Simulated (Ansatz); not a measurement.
# V2NO2 monolayer: following an unstable mode, part 2 of 2

Wanted: the energy along a soft mode of V2NO2 monolayer and the structure at the end.

Ansatz 0.2.0; DFT PBEsol, scalar-relativistic, plane waves, PAW; PAW set soft_1.

So far, highest frequency on the path or at a solved wavevector (cm⁻¹): step 2 (the dispersion) 657. Also lowest frequency on the path (cm⁻¹): step 2 -203.

## 6. Relaxing from the distorted cell

Starting from the lowest point found, all atoms and the cell are let go, so that strain and other modes of the same symmetry can join in.

Input file input.yaml:

```yaml
crystal:
  lattice:
    - [2.8714334083, 0.0, 0.0]
    - [0.0, 4.9734685537, 0.0]
    - [0.0, 0.0, 32.6]
  atoms:
    - { symbol: "N", position: [0.5, 0.5, 0.3067484663] }
    - { symbol: "N", position: [0.0, 0.0, 0.3067484663] }
    - { symbol: V, position: [0.0, 0.3402448449, 0.3412766658] }
    - { symbol: V, position: [0.5, 0.8264218218, 0.3422832545] }
    - { symbol: V, position: [0.5, 0.1735781782, 0.271213678] }
    - { symbol: V, position: [0.0, 0.6597551551, 0.2722202667] }
    - { symbol: O, position: [0.5, 0.1648380104, 0.3711385297] }
    - { symbol: O, position: [0.0, 0.6684953229, 0.3735282442] }
    - { symbol: O, position: [0.0, 0.3315046771, 0.2399686883] }
    - { symbol: O, position: [0.5, 0.8351619896, 0.2423584028] }
  periodic: [true, true, false]
kpoints:
  mp_grid: { grid: [12, 8, 1] }
hamiltonian:
  xc: pbesol
  pseudopotentials: { kind: paw, azcp: { folder: soft_1 }, xc_functional: pbe }
scf:
  occupations: { method: methfessel_paxton, width: 0.2 }
output:
  forces: true
  stress: true
  eigenvalues: true
  write_density: true
  write_potential: true
  elf: true
  volumetric_format: npy
relax:
  adjacent_minimum: "off"
  f_tol: 0.002
  max_steps: 120
  cell: { stress_2d_tol: 0.005 }
```

Started as:

```sh
$ ansatz run input.yaml --threads 8 --pin off --max-ram 16384MiB --backend cpu --events-out ev --progress --plain --runs-dir out
```

Numbers of over 12 decimals in the logs are rounded to 6 here.

Output:

```text
[...]
Crystal: 10 atoms, lattice volume = 465.560 Å³
Basis set: ecut = 420 eV, 9161 PW (Γ), exchange–correlation on 40×72×450 points (8 copies of the dense FFT grid, shifted against one another)
Bands: 53, of which v1, the nominal top of the filled ones, is band 43 counted from 1 (42 counted from 0)
Symmetry: 4 space group operations
[...]
k-points: 35 of 96
[...]
SCF iter   1: F=—  HF=-14560.229851 eV  |F-HF|=—  |Δ(HF+E_count)|=         —  Δρ=9.81e-2  dr2=4.80e1  ethr=3.10e-3  ⟨swp⟩=8.8  Hψ=11407  notcnv=0
[...]
SCF iter  12: F=-14549.529623 eV  HF=-14549.529623 eV  |F-HF|=6.05e-8  |Δ(HF+E_count)|=   2.44e-7  S|Δr|=    0.00e0  Δρ=1.29e-6  dr2=5.23e-9  ethr=6.69e-11  ⟨swp⟩=13.8  Hψ=18877  notcnv=0
SCF 1 converged in 12 iterations: F = -14549.529623 eV  dr2 = 5.23e-9
[...]
relax step   1: F+E_penalty+E_count = -14549.52962280 eV  Δ(F+E_penalty+E_count) = +0.000e0 eV  max|allowed force component| = 9.677e-2 eV/Å  Δτ_max = 0.0000 Å  P = -0.067 N/m  Ω = 465.560 Å³  fix = [c, alpha, beta]  reactions: c +0.000 N/m; alpha +0.000 N/m/rad  (12 SCF iters, dr2 threshold 1.00e-7 eV, accepted)
Crystal: 10 atoms, lattice volume = 465.477 Å³
Basis set: ecut = 420 eV, 9153 PW (Γ), exchange–correlation on 40×72×450 points (8 copies of the dense FFT grid, shifted against one another)
[...]
iter 1 solved again at ethr=8.77e-7 eV; its pass at ethr=3.10e-3 eV (dr2=7.54e-4 eV) is discarded
[...]
SCF iter   4: F=-14549.531066 eV  HF=-14549.531065 eV  |F-HF|=9.47e-7  |Δ(HF+E_count)|=   4.97e-6  S|Δr|=    0.00e0  Δρ=7.99e-6  dr2=3.86e-7  ethr=6.81e-10  ⟨swp⟩=26.3  Hψ=24913  notcnv=0
SCF 2 converged in 4 iterations: F = -14549.531066 eV  dr2 = 3.86e-7
relax step   2: F+E_penalty+E_count = -14549.53106642 eV  Δ(F+E_penalty+E_count) = -1.444e-3 eV  max|allowed force component| = 9.251e-2 eV/Å  Δτ_max = 0.0041 Å  P = -0.036 N/m  Ω = 465.477 Å³  energy of the carried Pulay correction = +7.012e-5 eV  fix = [c, alpha, beta]  reactions: c +0.000 N/m; alpha +0.000 N/m/rad  (4 SCF iters, dr2 threshold 5.85e-7 eV, accepted)
Crystal: 10 atoms, lattice volume = 465.374 Å³
Basis set: ecut = 420 eV, 9129 PW (Γ), exchange–correlation on 40×72×450 points (8 copies of the dense FFT grid, shifted against one another)
[...]
SCF iter   6: F=-14549.533509 eV  HF=-14549.533508 eV  |F-HF|=2.75e-7  |Δ(HF+E_count)|=   2.05e-6  S|Δr|=    0.00e0  Δρ=2.43e-6  dr2=2.57e-8  ethr=6.22e-10  ⟨swp⟩=15.6  Hψ=18503  notcnv=0
the search or the solves at the SCF's close seem to have found levels that the self-consistency loop had missed (the run counts 1). By its estimate they hold under 1e-12 electrons; where the run keeps them, the occupations were computed again with them
SCF 3 converged in 6 iterations: F = -14549.533509 eV  dr2 = 2.57e-8
relax step   3: F+E_penalty+E_count = -14549.53350868 eV  Δ(F+E_penalty+E_count) = -2.442e-3 eV  max|allowed force component| = 2.763e-2 eV/Å  Δτ_max = 0.0215 Å  P = +0.039 N/m  Ω = 465.374 Å³  energy of the carried Pulay correction = +1.573e-4 eV  fix = [c, alpha, beta]  reactions: c +0.000 N/m; alpha -0.000 N/m/rad  (6 SCF iters, dr2 threshold 5.35e-7 eV, accepted)
[... from here on, the SCF cycles and remarks between the steps are left out ...]
relax step   4: F+E_penalty+E_count = -14549.53381509 eV  Δ(F+E_penalty+E_count) = -3.064e-4 eV  max|allowed force component| = 1.784e-2 eV/Å  Δτ_max = 0.0067 Å  P = -0.058 N/m  Ω = 465.347 Å³  energy of the carried Pulay correction = +1.799e-4 eV  fix = [c, alpha, beta]  reactions: c -0.000 N/m; alpha -0.000 N/m/rad  (5 SCF iters, dr2 threshold 4.77e-8 eV, accepted)
relax step   5: F+E_penalty+E_count = -14549.53394931 eV  Δ(F+E_penalty+E_count) = -1.342e-4 eV  max|allowed force component| = 1.884e-2 eV/Å  Δτ_max = 0.0026 Å  P = +0.075 N/m  Ω = 465.254 Å³  energy of the carried Pulay correction = +2.586e-4 eV  fix = [c, alpha, beta]  reactions: c -0.000 N/m; alpha +0.000 N/m/rad  (5 SCF iters, dr2 threshold 1.99e-8 eV, accepted)
relax step   6: F+E_penalty+E_count = -14549.53389861 eV  Δ(F+E_penalty+E_count) = +5.070e-5 eV  max|allowed force component| = 1.221e-2 eV/Å  Δτ_max = 0.0016 Å  P = -0.003 N/m  Ω = 465.398 Å³  energy of the carried Pulay correction = +1.371e-4 eV  fix = [c, alpha, beta]  reactions: c +0.000 N/m; alpha +0.000 N/m/rad  (4 SCF iters, dr2 threshold 2.22e-8 eV, accepted)
relax step   7: F+E_penalty+E_count = -14549.53395224 eV  Δ(F+E_penalty+E_count) = -5.363e-5 eV  max|allowed force component| = 9.182e-3 eV/Å  Δτ_max = 0.0021 Å  P = -0.026 N/m  Ω = 465.415 Å³  energy of the carried Pulay correction = +1.224e-4 eV  fix = [c, alpha, beta]  reactions: c -0.000 N/m; alpha -0.000 N/m/rad  (5 SCF iters, dr2 threshold 9.32e-9 eV, accepted)
relax step   8: F+E_penalty+E_count = -14549.53400490 eV  Δ(F+E_penalty+E_count) = -5.266e-5 eV  max|allowed force component| = 8.476e-3 eV/Å  Δτ_max = 0.0036 Å  P = -0.030 N/m  Ω = 465.436 Å³  energy of the carried Pulay correction = +1.044e-4 eV  fix = [c, alpha, beta]  reactions: c +0.000 N/m; alpha -0.000 N/m/rad  (6 SCF iters, dr2 threshold 5.27e-9 eV, accepted)
relax step   9: F+E_penalty+E_count = -14549.53397554 eV  Δ(F+E_penalty+E_count) = +2.936e-5 eV  max|allowed force component| = 1.322e-2 eV/Å  Δτ_max = 0.0031 Å  P = -0.009 N/m  Ω = 465.472 Å³  energy of the carried Pulay correction = +7.411e-5 eV  fix = [c, alpha, beta]  reactions: c -0.000 N/m; alpha +0.000 N/m/rad  (6 SCF iters, dr2 threshold 4.49e-9 eV, accepted)
relax step  10: F+E_penalty+E_count = -14549.53402936 eV  Δ(F+E_penalty+E_count) = -5.382e-5 eV  max|allowed force component| = 2.081e-3 eV/Å  Δτ_max = 0.0018 Å  P = -0.008 N/m  Ω = 465.443 Å³  energy of the carried Pulay correction = +9.904e-5 eV  fix = [c, alpha, beta]  reactions: c -0.000 N/m; alpha -0.000 N/m/rad  (4 SCF iters, dr2 threshold 1.09e-8 eV, accepted)
relax step  11: F+E_penalty+E_count = -14549.53405534 eV  Δ(F+E_penalty+E_count) = -2.598e-5 eV  max|allowed force component| = 3.247e-3 eV/Å  Δτ_max = 0.0006 Å  P = +0.012 N/m  Ω = 465.411 Å³  energy of the carried Pulay correction = +1.262e-4 eV  fix = [c, alpha, beta]  (5 SCF iters, dr2 threshold 2.71e-10 eV, rejected (line search))
relax step  12: F+E_penalty+E_count = -14549.53404134 eV  Δ(F+E_penalty+E_count) = -1.198e-5 eV  max|allowed force component| = 9.775e-4 eV/Å  Δτ_max = 0.0003 Å  P = -0.000 N/m  Ω = 465.430 Å³  energy of the carried Pulay correction = +1.097e-4 eV  fix = [c, alpha, beta]  reactions: c +0.000 N/m; alpha -0.000 N/m/rad  (8 SCF iters, accepted)
relax step  13: F+E_penalty+E_count = -14549.53393714 eV  Δ(F+E_penalty+E_count) = +1.042e-4 eV  max|allowed force component| = 9.816e-4 eV/Å  Δτ_max = 0.0000 Å  P = -0.002 N/m  Ω = 465.430 Å³  fix = [c, alpha, beta]  reactions: c +0.000 N/m; alpha -0.000 N/m/rad  stress off target by 1.13e-2 N/m on what of the cell is left free  SCF on the basis re-selected at this cell (its energy is not comparable with the rows above)  (6 SCF iters)
relax step  14: F+E_penalty+E_count = -14549.53394675 eV  Δ(F+E_penalty+E_count) = -9.613e-6 eV  max|allowed force component| = 1.065e-3 eV/Å  Δτ_max = 0.0002 Å  P = +0.001 N/m  Ω = 465.419 Å³  energy of the carried Pulay correction = +9.289e-6 eV  fix = [c, alpha, beta]  reactions: c -0.000 N/m; alpha +0.000 N/m/rad  (5 SCF iters, dr2 threshold 1.55e-10 eV, accepted)
[...]
SCF iter   8: F=-14549.533956 eV  HF=-14549.533956 eV  |F-HF|=3.20e-10  |Δ(HF+E_count)|=  6.55e-11  S|Δr|=    0.00e0  Δρ=8.96e-9  dr2=2.98e-13  ethr=1.00e-12  ⟨swp⟩=8.6  Hψ=14254  notcnv=0
SCF 15 converged in 8 iterations: F = -14549.533956 eV  dr2 = 2.98e-13
relax step  15: F+E_penalty+E_count = -14549.53395614 eV  Δ(F+E_penalty+E_count) = -9.389e-6 eV  max|allowed force component| = 1.069e-3 eV/Å  Δτ_max = 0.0000 Å  P = +0.001 N/m  Ω = 465.419 Å³  fix = [c, alpha, beta]  reactions: c +0.000 N/m; alpha +0.000 N/m/rad  stress off target by 4.18e-3 N/m on what of the cell is left free  SCF on the basis re-selected at this cell (its energy is not comparable with the rows above)  (8 SCF iters)
basis re-selected at this cell: Δ(F+E_penalty+E_count) = -9.389e-6 eV, ΔP = -0.000 N/m vs the last step (what re-selecting the basis moved, of the pressure what is left beyond the Pulay correction that the steps carried, after the strain that the cell walked since its last selection, with what the two solves' SCF thresholds leave and, on support functions, any second-order correction that the steps lacked; it is no m [...]
WARN: The output density's exchange-correlation potential varies sharply where the density is thin. Do not read a vacuum level from v_tot or v_xc, or from such a field of the output density. On a cell that repeats whose density bears no net charge and no dipole along the vacuum's axis use v_es (v_loc + v_h of the components); under efield.dipole_correction with no amplitude use v_es + v_field, which holds any externa [...]
SCF converged after 8 iterations
[...]
Free energy (F): -14549.533956 eV
[...]
Internal energy: -14549.543453 eV  (E = F + TS)
E sigma→0 (E₀):  -14549.536330 eV
Entropy (-TS):   0.009497 eV (0.950 meV/atom)
Fermi energy:    -6.304979 eV
[...]
--- Forces (eV/Å), atoms counted from 1 ---
  atom   1  N      0.00000000     0.00000000     0.00000000
  atom   2  N      0.00000000     0.00000000     0.00000000
  atom   3  V      0.00000000     0.00106914    -0.00092273
  atom   4  V      0.00000000    -0.00087014    -0.00001761
  atom   5  V      0.00000000     0.00087014     0.00001761
  atom   6  V      0.00000000    -0.00106914     0.00092273
  atom   7  O      0.00000000     0.00032446     0.00078616
  atom   8  O      0.00000000    -0.00020285    -0.00105199
  atom   9  O      0.00000000     0.00020285     0.00105199
  atom  10  O      0.00000000    -0.00032446    -0.00078616
  max |Σ_I F_I| component: 0.00e0 eV/Å
--- 2D stress c σ (N/m, compression-positive) ---
       -0.002428       0.000000       0.000000
        0.000000       0.004183      -0.000000
        0.000000      -0.000000       0.000000
  P = ½ c Tr σ = 0.0009 N/m
--- Band table (eV; the first three rows and the last of 35) ---
  k-point 0: bands = [... 39 lower, -8.7316, -7.8033, -7.5015, -7.3121, -6.4149, -6.2626, -6.2337, -6.0545, ... 6 higher]
  k-point 1: bands = [... 39 lower, -8.9247, -7.7510, -7.2612, -7.2047, -6.5239, -6.2184, -6.1730, -5.9381, ... 6 higher]
  k-point 2: bands = [... 39 lower, -8.7745, -7.6985, -7.1650, -6.8996, -6.4445, -6.0995, -6.0446, -6.0101, ... 6 higher]
  k-point 34: bands = [... 39 lower, -9.6306, -7.9283, -7.5547, -6.1779, -6.0987, -5.7889, -5.7431, -5.4744, ... 6 higher]
--- Relaxed structure (13 steps of the walk, 12 accepted, 2 SCFs on fresh bases) ---
  F+E_penalty+E_count = -14549.53395614 eV   max|allowed force component| = 1.069e-3 eV/Å   (the final SCF, on the basis selected at the relaxed cell)
  cell:  # Å, volume = 465.4192 Å³
    - [2.874844, 0.0, 0.0]
    - [0.0, 4.966065, 0]
    - [0.0, 0, 32.6]
  atoms:
    - { symbol: N, position: [0.500000, 0.500000, 0.30674846626] }
    - { symbol: N, position: [0.0, 0, 0.30674846626] }
    - { symbol: V, position: [0.0, 0.339114, 0.340921] }
    - { symbol: V, position: [0.500000, 0.822124, 0.342710] }
    - { symbol: V, position: [0.500000, 0.177876, 0.270786] }
    - { symbol: V, position: [0.0, 0.660886, 0.272576] }
    - { symbol: O, position: [0.500000, 0.163248, 0.370776] }
    - { symbol: O, position: [0.0, 0.666509, 0.373908] }
    - { symbol: O, position: [0.0, 0.333491, 0.239589] }
    - { symbol: O, position: [0.500000, 0.836752, 0.242721] }
```

The job ended after 2.4 min (8 threads of Arm Neoverse V2, shared host; peak memory 1.9 GiB; 19 min of CPU time).

Relaxation path:

```
step  energy less that of the first step (eV)  largest force component (eV/Å)  volume (Å³)
   1                                   0.0000                          0.0968       465.56
   2                                  -0.0014                          0.0925       465.48
   3                                  -0.0039                          0.0276       465.37
   4                                  -0.0042                          0.0178       465.35
   5                                  -0.0043                          0.0188       465.25
   6                                  -0.0043                          0.0122       465.40
   7                                  -0.0043                          0.0092       465.42
   8                                  -0.0044                          0.0085       465.44
   9                                  -0.0044                          0.0132       465.47
  10                                  -0.0044                          0.0021       465.44
  11                                  -0.0044                          0.0032       465.41
  12                                  -0.0044                          0.0010       465.43
 13*                                  -0.0043                          0.0010       465.43
  14                                  -0.0043                          0.0011       465.42
 15*                                  -0.0043                          0.0011       465.42
```

Relaxation steps marked * repeat the geometry before them on a plane-wave basis chosen anew for their cell, so energy and pressure can jump there. Relaxation step 11 was tried and not accepted.

The run keeps the 4 symmetry operations that it works with, so distortions that break them were not tested.

```
cell as run  before  after  change
      a (Å)   2.871  2.875  +0.1 %
      b (Å)   4.973  4.966  -0.1 %
```

The atoms that moved most (Å, along periodic axes as changes of fractional coordinates times the final cell, across vacuum about the mean position):

```
atom     dx      dy      dz  length
  V4  0.000  -0.021   0.014   0.025
  V5  0.000   0.021  -0.014   0.025
  O8  0.000  -0.010   0.012   0.016
  O9  0.000   0.010  -0.012   0.016
 O10  0.000   0.008   0.012   0.014
  O7  0.000  -0.008  -0.012   0.014
  V3  0.000  -0.006  -0.012   0.013
  V6  0.000   0.006   0.012   0.013
```

Final coordinates:

```xyz
10
Lattice="2.8748 0.0000 0.0000 0.0000 4.9661 0.0000 0.0000 0.0000 32.6000" Properties=species:S:1:pos:R:3
N     1.4374    2.4830   10.0000
N     0.0000    0.0000   10.0000
V     0.0000    1.6841   11.1140
V     1.4374    4.0827   11.1724
V     1.4374    0.8833    8.8276
V     0.0000    3.2820    8.8860
O     1.4374    0.8107   12.0873
O     0.0000    3.3099   12.1894
O     0.0000    1.6561    7.8106
O     1.4374    4.1554    7.9127
```

Electrostatic potential energy in the bc plane at fractional x = 0.000, with atoms of N and V and O within 0.2 Å of it. With pseudopotentials it is smooth inside the atoms' cores, unlike the true potential.

Ten even steps from '_' (-42 eV) to '@' (0 eV), each cell a mean:
```
@@@@@@@@@@@@@@@@@@@@@@@@@@@@
@@@@@@@@@@@@@@@@@@@@@@@@@@@@
@@@@@@@@@@@@@@@@@@@@@@@@@@@@
@@@@@@@@@@@@@@@@@@@@@@@@@@@@
@@@@@@@@@@@@@@@@@@@@@@@@@@@@
@@@@@@@@@@@@@@@@@@@@@@@@@@@@
@@@@@@@@@@@@@@@@@@@@@@@@@@@@
@@@@@@@@@@@@@@@@@@@@@@@@@@@@
@@@@@@@@@@@@@@@@@@@@@@@@@@@@
@@@@@@@@@@@@@@@@@@@@@@@@@@@@
@@@@@@@@@@@@@@@@@@@@@@@@@@@@
@@@@@@@@@@@@@@@@@@@@@@@@@@@@
@@@@@@@@@@@@@@@@@@@@@@@@@@@@
@@@@@@@@@@@@@@@@@@@@@@@@@@@@
@@@@@@@@@@@@@@%%++==++%%@@@@
%%%%++..____..==++==++##%%%%
__::**++====++****++**##++..
%%%%%%##++++**::______::**%%
@@@@@@++----**%%%%%%%%@@@@@@
@@@@@@@@@@@@@@@@@@@@@@@@@@@@
@@@@@@@@@@@@@@@@@@@@@@@@@@@@
@@@@@@@@@@@@@@@@@@@@@@@@@@@@
@@@@@@@@@@@@@@@@@@@@@@@@@@@@
@@@@@@@@@@@@@@@@@@@@@@@@@@@@
```
Columns run along b (5.0 Å; values clipped at the 3rd and 97th percentile), rows up along c (32.6 Å). Atoms in or near the plane, at fractional coordinates: N at (0.00, 0.31), V at (0.34, 0.34), V at (0.66, 0.27), O at (0.67, 0.37), O at (0.33, 0.24).

ELF in the bc plane at fractional x = 0.000, with atoms of N and V and O within 0.2 Å of it. It is the smooth field of the valence electrons, not physical close to the nuclei.

Values, 24 rows by 14 columns, each cell a mean:
```
0.00 0.00 0.00 0.00 0.00 0.00 0.00 0.00 0.00 0.00 0.00 0.00 0.00 0.00
0.00 0.00 0.00 0.00 0.00 0.00 0.00 0.00 0.00 0.00 0.00 0.00 0.00 0.00
0.00 0.00 0.00 0.00 0.00 0.00 0.00 0.00 0.00 0.00 0.00 0.00 0.00 0.00
0.00 0.00 0.00 0.00 0.00 0.00 0.00 0.00 0.00 0.00 0.00 0.00 0.00 0.00
0.00 0.00 0.00 0.00 0.00 0.00 0.00 0.00 0.00 0.00 0.00 0.00 0.00 0.00
0.00 0.00 0.00 0.00 0.00 0.00 0.00 0.00 0.00 0.00 0.00 0.00 0.00 0.00
0.00 0.00 0.00 0.00 0.00 0.00 0.00 0.00 0.00 0.00 0.00 0.00 0.00 0.00
0.00 0.00 0.00 0.00 0.00 0.00 0.00 0.00 0.00 0.00 0.00 0.00 0.00 0.00
0.00 0.00 0.00 0.00 0.00 0.00 0.00 0.00 0.00 0.00 0.00 0.00 0.00 0.00
0.00 0.00 0.00 0.00 0.00 0.00 0.00 0.00 0.00 0.00 0.00 0.00 0.00 0.00
0.00 0.00 0.00 0.00 0.00 0.00 0.00 0.00 0.00 0.00 0.00 0.00 0.00 0.00
0.00 0.00 0.00 0.00 0.00 0.00 0.00 0.00 0.00 0.00 0.00 0.00 0.00 0.00
0.00 0.00 0.00 0.00 0.00 0.00 0.00 0.00 0.00 0.00 0.00 0.00 0.00 0.00
0.00 0.00 0.00 0.00 0.00 0.00 0.01 0.04 0.09 0.11 0.10 0.05 0.01 0.00
0.01 0.02 0.03 0.03 0.03 0.05 0.24 0.59 0.72 0.68 0.72 0.63 0.30 0.04
0.25 0.17 0.16 0.42 0.58 0.58 0.44 0.35 0.48 0.48 0.51 0.45 0.31 0.25
0.49 0.72 0.57 0.28 0.27 0.29 0.24 0.19 0.21 0.22 0.20 0.38 0.71 0.63
0.35 0.33 0.35 0.42 0.45 0.44 0.33 0.33 0.58 0.65 0.60 0.32 0.18 0.31
0.02 0.14 0.52 0.74 0.69 0.70 0.75 0.49 0.13 0.06 0.05 0.04 0.03 0.02
0.00 0.01 0.05 0.12 0.18 0.17 0.12 0.04 0.01 0.00 0.00 0.00 0.00 0.00
0.00 0.00 0.00 0.00 0.00 0.00 0.00 0.00 0.00 0.00 0.00 0.00 0.00 0.00
0.00 0.00 0.00 0.00 0.00 0.00 0.00 0.00 0.00 0.00 0.00 0.00 0.00 0.00
0.00 0.00 0.00 0.00 0.00 0.00 0.00 0.00 0.00 0.00 0.00 0.00 0.00 0.00
0.00 0.00 0.00 0.00 0.00 0.00 0.00 0.00 0.00 0.00 0.00 0.00 0.00 0.00
```
Columns run along b (5.0 Å), rows up along c (32.6 Å). Atoms in or near the plane, at fractional coordinates: N at (0.00, 0.31), V at (0.34, 0.34), V at (0.66, 0.27), O at (0.67, 0.37), O at (0.33, 0.24).

Valence density in the bc plane at fractional x = 0.000, with atoms of N and V and O within 0.2 Å of it. It is the smooth field of the valence electrons, not physical close to the nuclei.

Ten steps, logarithmic in the rise over the least value, from '0' (0.00 × 1e0 e/Å³) to '9' (9.44 × 1e0 e/Å³), each cell a mean:
```
00000000000000
00000000000000
00000000000000
00000000000000
00000000000000
00000000000000
00000000000000
00000000000000
00000000000000
00000000000000
00000000000000
00000000000000
00000000000000
00000000000000
00011113676410
22479975576432
76446643444457
33345546898633
01367753111110
00000000000000
00000000000000
00000000000000
00000000000000
00000000000000
```
Columns run along b (5.0 Å), rows up along c (32.6 Å). Atoms in or near the plane, at fractional coordinates: N at (0.00, 0.31), V at (0.34, 0.34), V at (0.66, 0.27), O at (0.67, 0.37), O at (0.33, 0.24).

The distorted start has space group P2/m; the relaxation ends in P2/m.

## 7. Results

| Item | Value |
| --- | --- |
| unstable mode of the parent | q = (0, -0.5, 0), 203i cm⁻¹ |
| depth at the lowest point sampled | 2.09 meV/atom |
| largest atomic shift at that point | 0.04 Å |
| space group reached (within 0.01 Å) | P2/m |
| energy gained over the parent (first relaxation, on the mesh of the frozen mode) | 2.62 meV/atom |
| area per atom, phase reached | 1.43 Å² |

In words: Along this mode the structure falls into P2/m, 2.62 meV/atom below the parent. At the parent's cell the well is 2.089 meV/atom deep on the steps tried, with its lowest point at a shift of 0.04 Å. Relaxing atoms and cell changes the gain by +0.53 meV/atom against the lowest step (energies at zero smearing). The modes of the phase reached were not computed on this path. Of the 2 patterns followed to their end from this parent, this one ends 9.13 meV/atom above the lowest, P2_1/c. Each path keeps the symmetry of its pattern, so a lower phase may lie along a pattern not tried. With no gap, or one that is small against the smearing, the frequencies hang on the k mesh and the smearing, most of all near Kohn anomalies. The phonon runs are without spin polarisation, although the cell has an odd electron count. In a sheet or slab the interpolated bending branch near Γ is rough, since the rotational sum rule isn't imposed. The PAW files were made for PBE and serve the other functionals too. A phonon run warned that its eigensolver left some bands unconverged in a pass. The starting cell was built on a prototype and not taken from a measurement.

[Logs are printed without paths, hosts, clocks, repeated set-up lines and the standing remarks that a program may print on its own settings, such as how far it seeks lower states.]

[Hosts, paths, dates, database ids (printed as entryN), source tags and the programs' standing remarks are cut or masked in the printed files.]
